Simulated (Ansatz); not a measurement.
# RbNaLa2S4: complex band structure, part 3 of 3

Aim: relax a made-up compound, RbNaLa2S4, and see how good a tunnel barrier it would be. It is built by putting Rb for part of the Na in the NaLaS2 structure of space group I4_1/amd, with the volume rescaled by atomic radii. The parent structure comes from the Materials Project.

Ansatz 0.2.0; PBE DFT, plane waves, PAW files (the session's first sound run).

So far, gap on path (eV): step 3 (band edges, PBE) 2.30; step 6 (LDA) 2.13.

The structure was built from a prototype and need not be the compound's stable phase.

### 7. Complex bands at another level

This step: LDA DFT, plane waves, PAW files; complex bands by layer matching along the plane's normal (Ansatz 0.2.0).

The complex bands at that level, over its own gap, at (0, 0) and (0.5, 0).

input.yaml

```yaml
crystal:
  lattice:
    - [5.98448397, 0.0, 0.0]
    - [0.0, 5.98448397, 0.0]
    - [2.992241985, 2.992241985, 6.334905273]
  atoms:
    - { symbol: Na, position: [0.0, 0.0, 0.0] }
    - { symbol: Rb, position: [0.75, 0.25, 0.5] }
    - { symbol: La, position: [0.25, 0.75, 0.5] }
    - { symbol: La, position: [0.5, 0.5, 0.0] }
    - { symbol: S, position: [0.0234975352, 0.5234975352, 0.9530049296] }
    - { symbol: S, position: [0.4765024648, 0.9765024648, 0.0469950704] }
    - { symbol: S, position: [0.2753341361, 0.2753341361, 0.4493317278] }
    - { symbol: S, position: [0.7246658639, 0.7246658639, 0.5506682722] }
kpoints:
  mp_grid: { grid: [4, 4, 4] }
scf:
  occupations: { method: fixed }
hamiltonian:
  xc: lda
output:
  eigenvalues: true
  transmission:
    leads: [[0, 0]]
    kpoints: [[0.0, 0.0], [0.5, 0.0]]
    e_range: [-1.0, 3.13]
    de: 0.08
```

The run is started by

```bash
$ ansatz run input.yaml --threads 2 --pin off --max-ram 4096MiB --backend cpu --events-out ev --progress --plain --runs-dir out
```

Numbers of over 12 decimals in the logs are rounded to 6 here.

What it wrote:

```text
[...]
Crystal: 8 atoms, lattice volume = 226.879 Å³
Basis set: ecut = 420 eV, 4437 PW (Γ)
Bands: 40, of which v1, the nominal top of the filled ones, is band 32 counted from 1 (31 counted from 0)
Symmetry: 8 space group operations
[...]
k-points: 13 of 64 (time reversal used)
[...]
SCF iter   1: F=—  HF=-20282.054643 eV  |F-HF|=—  |Δ(HF+E_count)|=         —  Δρ=6.22e-3  dr2=1.17e-1  ethr=1.77e-3  ⟨swp⟩=5.6  Hψ=1750  notcnv=0  defer=54
[...]
SCF iter   7: F=-20282.025776 eV  HF=-20282.025776 eV  |F-HF|=3.02e-9  |Δ(HF+E_count)|=   9.93e-8  Δρ=2.46e-6  dr2=2.20e-8  ethr=1.56e-10  ⟨swp⟩=15.1  Hψ=2583  notcnv=0
SCF 1 converged in 7 iterations: F = -20282.025776 eV  dr2 = 2.20e-8
[...]
transmission: 10 of 20 steps passed
transmission: 20 of 20 steps passed
SCF converged after 7 iterations
Free energy (F): -20282.025776 eV
[...]
Internal energy: -20282.025776 eV  (E = F + TS)
E sigma→0 (E₀):  -20282.025776 eV
Fermi energy:    4.909298 eV
[...]
--- Band table (eV; the first three rows and the last of 13) ---
  k-point 0: bands = [... 28 lower, 4.7129, 4.8133, 4.9093, 4.9093, 7.0423, 7.9109, 7.9109, 8.1402, ... 4 higher]
  k-point 1: bands = [... 28 lower, 4.6814, 4.6814, 4.9024, 4.9024, 7.1765, 7.7255, 7.7255, 8.0184, ... 4 higher]
  k-point 2: bands = [... 28 lower, 4.6557, 4.6557, 4.8944, 4.8944, 7.4352, 7.5199, 7.5199, 7.7157, ... 4 higher]
  k-point 12: bands = [... 28 lower, 4.3898, 4.3969, 4.5003, 4.7318, 8.0708, 8.0941, 8.0994, 8.1470, ... 4 higher]
--- Transmission ---
  basis      : 317 plane waves across, 10 finite elements along
  points     : 2, as listed
[...]
channels       : 0.000000e0 a spin
[...]
slowest decay  : 0.2357 /Å at (0.0000, 0.0000)
```

It took 38 s on 2 threads of AMD EPYC 9R45, shared host; peak memory 1.2 GiB.

Numbers from this step:

* free energy: -20282.0258 eV
* level to which the leads are filled: 1.066 eV from the Fermi level
* decay constant at the filling level, zone centre: 0.2357 Å⁻¹
* decay constant at the filling level, slowest listed point: 0.2357 Å⁻¹

K parallel (0, 0); values up to 1.5 1/Å, a degenerate pair printed once or twice; energies at which all values exceed this have no row. Im kz of the slowest decaying states against energy, zero at the highest filled level on the SCF mesh:

| energy (eV) | decay 1 (Å⁻¹) | decay 2 (Å⁻¹) | decay 3 (Å⁻¹) | decay 4 (Å⁻¹) |
| --- | --- | --- | --- | --- |
| -1.0000 | 0.0582 | 0.152 | 0.215 | 0.404 |
| -0.7600 | 0.140 | 0.411 | 0.417 | 0.642 |
| -0.5200 | 0.0644 | 0.424 | 0.456 | 0.601 |
| -0.2800 | 0.0524 | 0.125 | 0.241 | 0.436 |
| -0.0400 | 0.0722 | 0.200 | 0.321 | 0.339 |
| 0.2800 | 0.167 | 0.260 | 0.455 | 0.481 |
| 0.5200 | 0.199 | 0.287 | 0.460 | 0.480 |
| 0.7600 | 0.219 | 0.306 | 0.462 | 0.470 |
| 1.0000 | 0.232 | 0.319 | 0.455 | 0.463 |
| 1.2400 | 0.241 | 0.328 | 0.434 | 0.462 |
| 1.4800 | 0.244 | 0.334 | 0.408 | 0.460 |
| 1.7200 | 0.244 | 0.337 | 0.375 | 0.412 |
| 1.9600 | 0.240 | 0.271 | 0.334 | 0.338 |
| 2.2800 | 0.229 | 0.254 | 0.336 | 0.445 |
| 2.5200 | 0.142 | 0.214 | 0.332 | 0.439 |
| 2.7600 | 0.0567 | 0.192 | 0.327 | 0.434 |
| 3.0000 | 0.156 | 0.323 | 0.442 | 0.454 |

K parallel (0.5, 0); values up to 1.5 1/Å, a degenerate pair printed once or twice; energies at which all values exceed this have no row. Table of Im kz of the slowest decaying states by energy, zero at the highest filled level on the SCF mesh:

| energy (eV) | decay 1 (Å⁻¹) | decay 2 (Å⁻¹) | decay 3 (Å⁻¹) | decay 4 (Å⁻¹) |
| --- | --- | --- | --- | --- |
| -1.00 | 0.0576 | 0.326 | 0.638 | 0.818 |
| -0.76 | 0.0279 | 0.146 | 0.488 | 0.624 |
| -0.60 | 0.0290 | 0.251 | 0.473 | 0.563 |
| -0.36 | 0.142 | 0.697 | 0.760 | - |
| -0.20 | 0.0682 | 0.182 | 0.189 | 0.718 |
| -0.04 | 0.184 | 0.231 | 0.358 | 0.728 |
| 0.04 | 0.210 | 0.246 | 0.389 | 0.731 |
| 0.20 | 0.248 | 0.268 | 0.424 | 0.733 |
| 0.44 | 0.288 | 0.292 | 0.449 | 0.733 |
| 0.60 | 0.304 | 0.308 | 0.455 | 0.730 |
| 0.84 | 0.318 | 0.331 | 0.456 | 0.723 |
| 1.08 | 0.329 | 0.348 | 0.449 | 0.713 |
| 1.24 | 0.334 | 0.357 | 0.441 | 0.705 |
| 1.48 | 0.340 | 0.367 | 0.424 | 0.691 |
| 1.64 | 0.343 | 0.372 | 0.410 | 0.656 |
| 1.88 | 0.346 | 0.378 | 0.382 | 0.623 |
| 2.04 | 0.347 | 0.360 | 0.381 | 0.601 |
| 2.28 | 0.316 | 0.347 | 0.384 | 0.565 |
| 2.44 | 0.276 | 0.346 | 0.388 | 0.536 |
| 2.68 | 0.177 | 0.344 | 0.411 | 0.468 |
| 2.84 | 0.339 | 0.421 | 0.634 | 0.953 |
| 3.08 | 0.00969 | 0.248 | 0.415 | 0.587 |

At the listed wavevectors the last open channel is at -0.12 eV and the next at +2.20 eV on the grid. At +1.08 eV, the grid energy nearest the filling level (the middle of the gap on the SCF mesh), the slowest state at the listed wavevectors decays with κ = 0.236 Å⁻¹, its amplitude falling by e over 4.2 Å; the first such run, plane (001), gave 0.251 Å⁻¹.

### 8. Summary of results

```yaml
band_gap: 2.30 eV
least_decay_constant_at_mid_gap_normal_to_001: 0.251 Å⁻¹
least_decay_constant_on_a_mesh_normal_to_001: 0.251 Å⁻¹
least_decay_constant_lda: 0.236 Å⁻¹
```

**Reading.** With PBE, the slowest decay at the wavevectors tried is κ = 0.251 Å⁻¹, normal to (001). Through such a film the transmission near mid-gap falls as exp(−2κd), a factor of ten every 4.6 Å. A free electron under a barrier of half the gap would need a mass of 0.21 mₑ to decay at this rate. With LDA the gap goes from 2.30 to 2.13 eV and the decay constant, over the first 2 listed wavevectors, from 0.251 to 0.236 Å⁻¹. The compound is made up by substitution; its stability against other phases and against distortions of the cell's symmetry was not tested. A semilocal functional narrows gaps, so real decay constants are likely larger.

[Logs are printed without paths, hosts, clocks, repeated set-up lines and the standing remarks that a program may print on its own settings, such as how far it seeks lower states.]

[Hosts, paths, dates, database ids (printed as entryN), source tags and the programs' standing remarks are cut or masked in the printed files.]
